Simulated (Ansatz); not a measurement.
## F-SiC-F chair monolayer in a perpendicular field

What dipole does a perpendicular field induce in the F-SiC-F chair monolayer, and does the gap follow? A positive field points along +c.

Main program and level: Ansatz 0.2.0; plane-wave DFT, PBE-D3(BJ), Ansatz PAW (set soft_1); PAW set soft_1.

### 1. The structure

The cell holds 4 atoms: 2 F, 1 C and 1 Si. Cell: a = 3.086 Å, b = 3.086 Å, c = 38.233 Å, α = 90.0°, β = 90.0°, γ = 120.0°. Vacuum lies along c.

Coordinates:

```cif
data_structure
_symmetry_space_group_name_H-M 'P 1'
_symmetry_Int_Tables_number 1
_cell_length_a 3.0855
_cell_length_b 3.0855
_cell_length_c 38.2333
_cell_angle_alpha 90.000
_cell_angle_beta 90.000
_cell_angle_gamma 120.000
_cell_volume 315.23
loop_
_atom_site_label
_atom_site_type_symbol
_atom_site_fract_x
_atom_site_fract_y
_atom_site_fract_z
_atom_site_occupancy
F1 F 0.66667 0.33333 0.45248 1
C2 C 0.66667 0.33333 0.48727 1
Si3 Si 0.33333 0.66667 0.50357 1
F4 F 0.33333 0.66667 0.54752 1
```

### 2. Relaxation

The starting cell is a guess, so the in-plane lattice and the atoms are relaxed first, with the slab cut off from its images along the normal.

File input.yaml:

```yaml
crystal:
  lattice:
    - [3.0855, 0.0, 0.0]
    - [-1.54275, 2.6721213834, 0.0]
    - [0.0, 0.0, 38.2333333339]
  atoms:
    - { symbol: F, position: [0.6666666667, 0.3333333333, 0.4524847428] }
    - { symbol: C, position: [0.6666666667, 0.3333333333, 0.4872711421] }
    - { symbol: Si, position: [0.3333333333, 0.6666666667, 0.5035745423] }
    - { symbol: F, position: [0.3333333333, 0.6666666667, 0.5475152572] }
  periodic: [true, true, false]
kpoints:
  mp_grid: { grid: [12, 12, 1] }
hamiltonian:
  xc: pbe
  dispersion: d3bj
  pseudopotentials: { kind: paw, azcp: { folder: soft_1 } }
scf:
  occupations: { method: fermi_dirac, width: 0.05 }
  convergence: { dr2_threshold: 1.0e-09 }
relax:
  f_tol: 0.004
  max_steps: 90
  cell: {}
output:
  write_potential: true
  write_density: true
  volumetric_format: npy
```

The run is started by

```sh
$ ansatz run input.yaml --threads 2 --pin off --max-ram 3072MiB --backend cpu --events-out ev --progress --plain --runs-dir out
```

Numbers of over 12 decimals in the logs are rounded to 6 here.

The program printed:

```text
Warning: relax.cell: scf.convergence.dr2_threshold = 1e-9 eV is looser than the 2.15206747909e-10 eV advised for a relaxation that steers and ends on the stress (1e-10 eV for each atom of the cell: 4, times the square of relax.cell.stress_2d_tol = 0.05 N/m over 13.6 Å (the atoms' height at the walk's start and 5 Å past either face), 3.667e-2 GPa, over a crystal's default 0.05). What an SCF threshold leaves in a stress goes as its square root, and in the free energy as the threshold itself, and one threshold admits the most on a small cell: [figures from the program's tests cut] Set scf.convergence.dr2_threshold to 2.15206747909e-10 eV or tighter. [rest of the remark cut]
Engine: ansatz 0.2.0, aarch64-unknown-linux-gnu
Pseudopotentials: kind: paw
Pseudopotential: F, paw, valence charge 7, recommended cutoff 420 eV (normal), soft_1/F.paw.azcp
Pseudopotential: C, paw, valence charge 4, recommended cutoff 420 eV (normal), soft_1/C.paw.azcp
Pseudopotential: Si, paw, valence charge 4, recommended cutoff 420 eV (normal), soft_1/Si.paw.azcp
Functional definition: PBE
  parameter kappa = 0.804
  parameter beta = 0.066725
  exchange = pbe_x(kappa = kappa, mu = beta*pi^2/3)
  correlation = pbe_c(beta = beta)
Crystal: 4 atoms, lattice volume = 315.227 Å³
Basis set: ecut = 420 eV, 6127 PW (Γ), exchange–correlation on 48×48×512 points (8 copies of the dense FFT grid, shifted against one another)
Bands: 15, of which v1, the nominal top of the filled ones, is band 11 counted from 1 (10 counted from 0)
Symmetry: 6 space group operations
Space group: P3m1 (ITA 156), of the structure as read, at distance tolerance 6.8e-5 Å
k-points: 19 of 144 (time reversal used)
Non-local potential: F, projectors of the file, l = 0: 2, l = 1: 2, l = 2: 1
Non-local potential: C, projectors of the file, l = 0: 2, l = 1: 2, l = 2: 1
Non-local potential: Si, projectors of the file, l = 0: 2, l = 1: 2, l = 2: 1
PAW form: soft (Blöchl's): semilocal exchange-correlation on the pseudo side does not see the compensation charge
PAW one-centre angular grid: F, 110 points (default); XC on 64 Gauss nodes
PAW one-centre angular grid: C, 110 points (default); XC on 64 Gauss nodes
PAW one-centre angular grid: Si, 110 points (default); XC on 64 Gauss nodes
Initial density: superposition of atomic densities (neutral atoms: chi_scale 0, normalization atom)
Initial wavefunctions: pseudopotential atomic-orbital guess
Functional: x = pbe(κ = 0.804, μ = 0.219515), c = pbe(β = 0.066725)
SCF iter   1: F=—  HF=-2504.982013 eV  |F-HF|=—  |Δ(HF+E_count)|=         —  Δρ=4.75e-2  dr2=5.63e0  ethr=3.10e-3  ⟨swp⟩=13.8  Hψ=2864  notcnv=0
preconditioner: auto → Resta (q_TF=auto, 1.751 Å⁻¹)  ε∞=1.5  [insulator: Δε(μ)=2.921 eV  Ē_g=13.111 eV  σ=0.050 eV  W_gap=1.00  n_scr=20 (ndim 8)  ℏωp=8.9 eV  f_vac=0.827  D(μ)=0.00/eV (n_scr^D=0)  ε∞_Penn≈1.5  vacuum switching on, ρ_ref=1.2e-2 e/Å³]
SCF iter   2: F=—  HF=-2503.397560 eV  |F-HF|=—  |Δ(HF+E_count)|=    1.58e0  Δρ=2.02e-2  dr2=5.90e-1  ethr=3.10e-3  ⟨swp⟩=5.6  Hψ=1098  notcnv=0
SCF iter   3: F=—  HF=-2503.299213 eV  |F-HF|=—  |Δ(HF+E_count)|=   9.83e-2  Δρ=8.63e-3  dr2=1.65e-1  ethr=2.68e-3  ⟨swp⟩=3.2  Hψ=761  notcnv=0
SCF iter   4: F=—  HF=-2503.281616 eV  |F-HF|=—  |Δ(HF+E_count)|=   1.76e-2  Δρ=3.98e-3  dr2=4.01e-2  ethr=7.50e-4  ⟨swp⟩=4.7  Hψ=805  notcnv=0
SCF iter   5: F=—  HF=-2503.277375 eV  |F-HF|=—  |Δ(HF+E_count)|=   4.24e-3  Δρ=1.19e-3  dr2=3.99e-3  ethr=1.82e-4  ⟨swp⟩=4.2  Hψ=703  notcnv=0
SCF iter   6: F=—  HF=-2503.277012 eV  |F-HF|=—  |Δ(HF+E_count)|=   3.63e-4  Δρ=3.16e-4  dr2=1.98e-4  ethr=1.81e-5  ⟨swp⟩=3.2  Hψ=715  notcnv=0
SCF iter   7: F=—  HF=-2503.277084 eV  |F-HF|=—  |Δ(HF+E_count)|=   7.14e-5  Δρ=1.16e-4  dr2=2.06e-5  ethr=9.00e-7  ⟨swp⟩=3.1  Hψ=557  notcnv=0
SCF iter   8: F=—  HF=-2503.277311 eV  |F-HF|=—  |Δ(HF+E_count)|=   2.27e-4  Δρ=2.30e-5  dr2=7.83e-7  ethr=9.36e-8  ⟨swp⟩=2.7  Hψ=578  notcnv=0
SCF iter   9: F=—  HF=-2503.277379 eV  |F-HF|=—  |Δ(HF+E_count)|=   6.80e-5  Δρ=3.83e-6  dr2=2.62e-8  ethr=3.56e-9  ⟨swp⟩=3.4  Hψ=650  notcnv=0
SCF iter  10: F=-2503.277379 eV  HF=-2503.277379 eV  |F-HF|=6.14e-10  |Δ(HF+E_count)|=   4.10e-8  Δρ=5.57e-7  dr2=4.57e-10  ethr=4.55e-12  ⟨swp⟩=10.9  Hψ=2782  notcnv=0
SCF 1 converged in 10 iterations: F = -2503.277379 eV  dr2 = 4.57e-10
  greatest PAW one-centre occupation: 0.932 electrons in one spin orbital (limit 2), on the F atom at site 3 (counted from 0), in its partial waves of l = 0
relax step   1: F+E_penalty+E_count = -2503.27737865 eV  Δ(F+E_penalty+E_count) = +0.000e0 eV  max|allowed force component| = 3.790e0 eV/Å  Δτ_max = 0.0000 Å  P = +3.413 N/m  Ω = 315.227 Å³  fix = [c, alpha, beta]  reactions: c +0.000 N/m  (10 SCF iters, accepted)
Crystal: 4 atoms, lattice volume = 321.950 Å³
Basis set: ecut = 420 eV, 6235 PW (Γ), exchange–correlation on 48×48×512 points (8 copies of the dense FFT grid, shifted against one another)
Initial density: handed on by an earlier stage of this run
Initial wavefunctions: those handed on with the density
iter 1 solved again at ethr=1.88e-4 eV; its pass at ethr=3.10e-3 eV (dr2=4.14e-2 eV) is discarded
SCF iter   1: F=—  HF=-2503.507418 eV  |F-HF|=—  |Δ(HF+E_count)|=         —  Δρ=4.15e-3  dr2=4.20e-2  ethr=1.88e-4  ⟨swp⟩=2.4  Hψ=2580  notcnv=0
preconditioner: auto → Resta (q_TF=auto, 1.744 Å⁻¹)  ε∞=1.5  [insulator: Δε(μ)=1.769 eV  Ē_g=12.146 eV  σ=0.050 eV  W_gap=1.00  n_scr=20 (ndim 8)  ℏωp=8.8 eV  f_vac=0.833  D(μ)=0.00/eV (n_scr^D=0)  ε∞_Penn≈1.5  vacuum switching on, ρ_ref=1.1e-2 e/Å³]
SCF iter   2: F=—  HF=-2503.494327 eV  |F-HF|=—  |Δ(HF+E_count)|=   1.31e-2  Δρ=1.82e-3  dr2=3.87e-3  ethr=1.88e-4  ⟨swp⟩=3.8  Hψ=711  notcnv=0
SCF iter   3: F=—  HF=-2503.493979 eV  |F-HF|=—  |Δ(HF+E_count)|=   3.48e-4  Δρ=7.10e-4  dr2=1.18e-3  ethr=1.76e-5  ⟨swp⟩=3.4  Hψ=691  notcnv=0
SCF iter   4: F=—  HF=-2503.493862 eV  |F-HF|=—  |Δ(HF+E_count)|=   1.17e-4  Δρ=3.60e-4  dr2=3.00e-4  ethr=5.37e-6  ⟨swp⟩=2.5  Hψ=537  notcnv=0
SCF iter   5: F=—  HF=-2503.493842 eV  |F-HF|=—  |Δ(HF+E_count)|=   1.93e-5  Δρ=1.14e-4  dr2=2.08e-5  ethr=1.36e-6  ⟨swp⟩=2.8  Hψ=528  notcnv=0
SCF iter   6: F=—  HF=-2503.494090 eV  |F-HF|=—  |Δ(HF+E_count)|=   2.48e-4  Δρ=3.30e-5  dr2=1.99e-6  ethr=9.44e-8  ⟨swp⟩=3.0  Hψ=613  notcnv=0
SCF iter   7: F=—  HF=-2503.494159 eV  |F-HF|=—  |Δ(HF+E_count)|=   6.83e-5  Δρ=1.00e-5  dr2=1.64e-7  ethr=9.04e-9  ⟨swp⟩=3.2  Hψ=565  notcnv=0
SCF iter   8: F=—  HF=-2503.494159 eV  |F-HF|=—  |Δ(HF+E_count)|=   1.45e-7  Δρ=3.05e-6  dr2=1.35e-8  ethr=7.47e-10  ⟨swp⟩=2.9  Hψ=621  notcnv=0
[...]
SCF iter   9: F=-2503.568152 eV  HF=-2503.568152 eV  |F-HF|=6.65e-10  |Δ(HF+E_count)|=   1.13e-8  Δρ=5.32e-7  dr2=3.77e-10  ethr=4.55e-12  ⟨swp⟩=10.3  Hψ=2644  notcnv=0
SCF 3 converged in 9 iterations: F = -2503.568152 eV  dr2 = 3.77e-10
  greatest PAW one-centre occupation: 0.933 electrons in one spin orbital (limit 2), on the F atom at site 3 (counted from 0), in its partial waves of l = 0
relax step   3: F+E_penalty+E_count = -2503.56815177 eV  Δ(F+E_penalty+E_count) = -7.399e-2 eV  max|allowed force component| = 4.886e-1 eV/Å  Δτ_max = 0.0505 Å  P = -0.299 N/m  Ω = 329.957 Å³  energy of the carried Pulay correction = -5.391e-3 eV  fix = [c, alpha, beta]  reactions: c -0.000 N/m  (9 SCF iters, accepted)
[...]
relax step   4: F+E_penalty+E_count = -2503.57407091 eV  Δ(F+E_penalty+E_count) = -5.919e-3 eV  max|allowed force component| = 1.583e-1 eV/Å  Δτ_max = 0.0148 Å  P = -0.135 N/m  Ω = 328.751 Å³  energy of the carried Pulay correction = -4.958e-3 eV  fix = [c, alpha, beta]  reactions: c -0.000 N/m  (9 SCF iters, accepted)
[...]
relax step   5: F+E_penalty+E_count = -2503.57457931 eV  Δ(F+E_penalty+E_count) = -5.084e-4 eV  max|allowed force component| = 1.161e-2 eV/Å  Δτ_max = 0.0045 Å  P = -0.054 N/m  Ω = 328.678 Å³  energy of the carried Pulay correction = -4.932e-3 eV  fix = [c, alpha, beta]  reactions: c -0.000 N/m  (7 SCF iters, accepted)
[...]
relax step   6: F+E_penalty+E_count = -2503.57465710 eV  Δ(F+E_penalty+E_count) = -7.779e-5 eV  max|allowed force component| = 1.397e-3 eV/Å  Δτ_max = 0.0002 Å  P = -0.012 N/m  Ω = 328.495 Å³  energy of the carried Pulay correction = -4.867e-3 eV  fix = [c, alpha, beta]  reactions: c -0.000 N/m  (6 SCF iters, accepted)
[...]
relax step   7: F+E_penalty+E_count = -2503.58154895 eV  Δ(F+E_penalty+E_count) = -6.892e-3 eV  max|allowed force component| = 2.971e-4 eV/Å  Δτ_max = 0.0000 Å  P = +0.185 N/m  Ω = 328.495 Å³  fix = [c, alpha, beta]  reactions: c +0.000 N/m  stress off target by 1.85e-1 N/m on what of the cell is left free  SCF on the basis re-selected at this cell (its energy is not comparable with the rows above)  (7 SCF iters)
[...]
relax step   8: F+E_penalty+E_count = -2503.58139261 eV  Δ(F+E_penalty+E_count) = +1.563e-4 eV  max|allowed force component| = 9.056e-4 eV/Å  Δτ_max = 0.0004 Å  P = +0.011 N/m  Ω = 329.271 Å³  energy of the carried Pulay correction = -2.804e-4 eV  fix = [c, alpha, beta]  reactions: c +0.000 N/m  (7 SCF iters, accepted)
iter 1 solved again at ethr=8.48e-7 eV; its pass at ethr=3.10e-3 eV (dr2=1.86e-4 eV) is discarded
SCF iter   1: F=—  HF=-2503.581275 eV  |F-HF|=—  |Δ(HF+E_count)|=         —  Δρ=1.45e-5  dr2=5.48e-8  ethr=8.48e-7  ⟨swp⟩=5.1  Hψ=4113  notcnv=0
eigensolver tolerance schedule: the retry pair's looser diagonalisation over-reported the residual by 3399.81 of it (diagonalisation noise at 13.27 of the residual, at the tolerance the schedule requests for it); recorded, not acted on — ethr = c·dr2/N_el stays at c = 1.0e-1
preconditioner: auto → Resta (q_TF=auto, 1.738 Å⁻¹)  ε∞=1.5  [insulator: Δε(μ)=1.942 eV  Ē_g=12.117 eV  σ=0.050 eV  W_gap=1.00  n_scr=20 (ndim 8)  ℏωp=8.7 eV  f_vac=0.833  D(μ)=0.00/eV (n_scr^D=0)  ε∞_Penn≈1.5  vacuum switching on, ρ_ref=1.1e-2 e/Å³]
SCF iter   2: F=—  HF=-2503.581553 eV  |F-HF|=—  |Δ(HF+E_count)|=   2.78e-4  Δρ=7.78e-6  dr2=2.91e-8  ethr=2.49e-10  ⟨swp⟩=5.5  Hψ=1086  notcnv=0
SCF iter   3: F=—  HF=-2503.581591 eV  |F-HF|=—  |Δ(HF+E_count)|=   3.74e-5  Δρ=4.38e-6  dr2=5.21e-9  ethr=1.32e-10  ⟨swp⟩=2.4  Hψ=482  notcnv=0
SCF iter   4: F=—  HF=-2503.581617 eV  |F-HF|=—  |Δ(HF+E_count)|=   2.69e-5  Δρ=2.00e-6  dr2=1.57e-9  ethr=2.37e-11  ⟨swp⟩=3.2  Hψ=555  notcnv=0
SCF iter   5: F=-2503.581631 eV  HF=-2503.581630 eV  |F-HF|=7.97e-7  |Δ(HF+E_count)|=   1.25e-5  Δρ=4.71e-7  dr2=7.07e-10  ethr=4.55e-12  ⟨swp⟩=20.3  Hψ=2873  notcnv=0
SCF 9 converged in 5 iterations: F = -2503.581631 eV  dr2 = 7.07e-10
relax step   9: F+E_penalty+E_count = -2503.58163069 eV  Δ(F+E_penalty+E_count) = -2.381e-4 eV  max|allowed force component| = 8.733e-4 eV/Å  Δτ_max = 0.0000 Å  P = +0.015 N/m  Ω = 329.271 Å³  fix = [c, alpha, beta]  reactions: c +0.000 N/m  stress off target by 1.46e-2 N/m on what of the cell is left free  SCF on the basis re-selected at this cell (its energy is not comparable with the rows above)  (5 SCF iters)
basis re-selected at this cell: Δ(F+E_penalty+E_count) = -2.381e-4 eV, ΔP = +0.003 N/m vs the last step (what re-selecting the basis moved, of the pressure what is left beyond the Pulay correction that the steps carried, after the strain that the cell walked since its last selection, with what the two solves' SCF thresholds leave and, on support functions, any second-order correction that the steps lacked; it is no m [...]
WARN: The output density's exchange-correlation potential varies sharply where the density is thin. Do not read a vacuum level from v_tot or v_xc, or from such a field of the output density. On a cell that repeats whose density bears no net charge and no dipole along the vacuum's axis use v_es (v_loc + v_h of the components); under efield.dipole_correction with no amplitude use v_es + v_field, which holds any externa [...]
SCF converged after 5 iterations
Free energy (F): -2503.581631 eV
Harris-Foulkes:  -2503.581630 eV  (|F-HF|=7.97e-7)
Internal energy: -2503.581631 eV  (E = F + TS)
E sigma→0 (E₀):  -2503.581631 eV
Fermi energy:    -6.532478 eV
--- Per-component energies (eV) ---
  E_band       = -358.970262
  E_kinetic    = 524.861730
  E_local      = -41245.164666  (includes V_loc(G=0)·N_el)
  E_nonlocal   = 219.036773
  E_hartree    = 20299.740872
  E_xc         = -257.321251
  E_vxc        = -303.001057  (∫ρ·V_xc dr)
  E_paw        = -1020.781332  (= ΣΔE_a)
  E_vpaw       = -154.186063  (= ΣTr[D̂ρ^β])
  E_aug_tail   = 0.001441  (compensation charges beyond the density's cutoff)
  E_ewald      = 18976.412714
  E_disp       = -0.367911  (pairwise vdW)
  E_smearing   = -0.000000  (= −TS)
  E_closure    = 0.000000  (closes the sum)
  Σ components = -2503.581631   (vs F -2503.581631, Δ=0.00e0)
--- Forces (eV/Å), atoms counted from 1 ---
  atom   1  F      0.00000000    -0.00000000     0.00089207
  atom   2  C      0.00000000     0.00000000    -0.00052343
  atom   3  Si     0.00000000    -0.00000000    -0.00037829
  atom   4  F      0.00000000    -0.00000000     0.00008469
  max |Σ_I F_I| component: 7.50e-5 eV/Å
--- 2D stress c σ (N/m, compression-positive) ---
        0.014648      -0.000000      -0.000000
       -0.000000       0.014648       0.000000
       -0.000000       0.000000       0.000000
  P = ½ c Tr σ = 0.0146 N/m
--- Band table (eV; the first three rows and the last of 19) ---
  k-point 0: bands = [... 7 lower, -11.5456, -11.5456, -7.5288, -7.5288, -5.5871, -1.7835 (-1.7835°), -0.3848, -0.1392]
  k-point 1: bands = [... 7 lower, -11.5877, -11.5564, -7.9254, -7.6266, -5.3305, -1.5619 (-1.5619°), -0.4005, -0.2021]
  k-point 2: bands = [... 7 lower, -11.6995, -11.5888, -8.7375, -7.8622, -4.8159, -1.4584 (-1.4584°), -0.4151, 0.2827]
  k-point 18: bands = [... 7 lower, -12.3326, -11.7211, -10.3764, -9.9849, -1.2576, -0.3894, 0.0926, 1.6169]
  ° read free of the cell's end (the report's vacuum.weakly_bound_levels)
--- Relaxed structure (7 steps of the walk, 7 accepted, 2 SCFs on fresh bases) ---
  F+E_penalty+E_count = -2503.58163069 eV   max|allowed force component| = 8.733e-4 eV/Å   (the final SCF, on the basis selected at the relaxed cell)
  cell:  # Å, volume = 329.2710 Å³
    - [3.153482, 0, 0]
    - [-1.576741, 2.730995, 0]
    - [0, 0, 38.2333333339]
  atoms:
    - { symbol: F, position: [0.666667, 0.333333, 0.451639] }
    - { symbol: C, position: [0.666667, 0.333333, 0.489156] }
    - { symbol: Si, position: [0.333333, 0.666667, 0.504067] }
    - { symbol: F, position: [0.333333, 0.666667, 0.545984] }
```

It took 46 s on 2 threads of Arm Neoverse V1, shared host; peak memory 0.52 GiB; 91 s of CPU time.

Step by step:

```
step  energy less that of the first step (eV)  largest force component (eV/Å)  volume (Å³)
   1                                   0.0000                          3.7895       315.23
   2                                  -0.2168                          1.7288       321.95
   3                                  -0.2908                          0.4886       329.96
   4                                  -0.2967                          0.1583       328.75
   5                                  -0.2972                          0.0116       328.68
   6                                  -0.2973                          0.0014       328.50
  7*                                  -0.3042                          0.0003       328.50
   8                                  -0.3040                          0.0009       329.27
  9*                                  -0.3043                          0.0009       329.27
```

Relaxation steps marked * repeat the geometry before them on a plane-wave basis chosen anew for their cell, so energy and pressure can jump there.

Forces are held to the 6 operations that the run works with; a distortion that breaks them can't arise in this run.

```
cell as run  before  after  change
      a (Å)   3.086  3.153  +2.2 %
      b (Å)   3.086  3.153  +2.2 %
```

The atoms that moved most (Å, along periodic axes as changes of fractional coordinates times the final cell, across vacuum about the mean position):

```
atom     dx     dy      dz  length
  C2  0.000  0.000   0.072   0.072
  F4  0.000  0.000  -0.059   0.059
  F1  0.000  0.000  -0.032   0.032
 Si3  0.000  0.000   0.019   0.019
```

Final coordinates:

```xyz
4
Lattice="3.1535 0.0000 0.0000 -1.5767 2.7310 0.0000 0.0000 0.0000 38.2333" Properties=species:S:1:pos:R:3
F     1.5767    0.9103   17.2677
C     1.5767    0.9103   18.7021
Si    0.0000    1.8207   19.2721
F     0.0000    1.8207   20.8748
```

This step gave:

```yaml
gap_on_the_k_mesh: 1.942 eV
```

The lattice constant a goes from 3.086 to 3.153 Å.

[end of part 1 of 2]

[Logs are printed without paths, hosts, clocks, repeated set-up lines and the standing remarks that a program may print on its own settings, such as how far it seeks lower states.]

[Hosts, paths, dates, database ids (printed as entryN), source tags and the programs' standing remarks are cut or masked in the printed files.]

[Maps of the electrostatic potential energy from Ansatz leave out the sawtooth potential of an applied field or a dipole correction, so their vacuum need not be flat; planar profiles and work functions include it.]
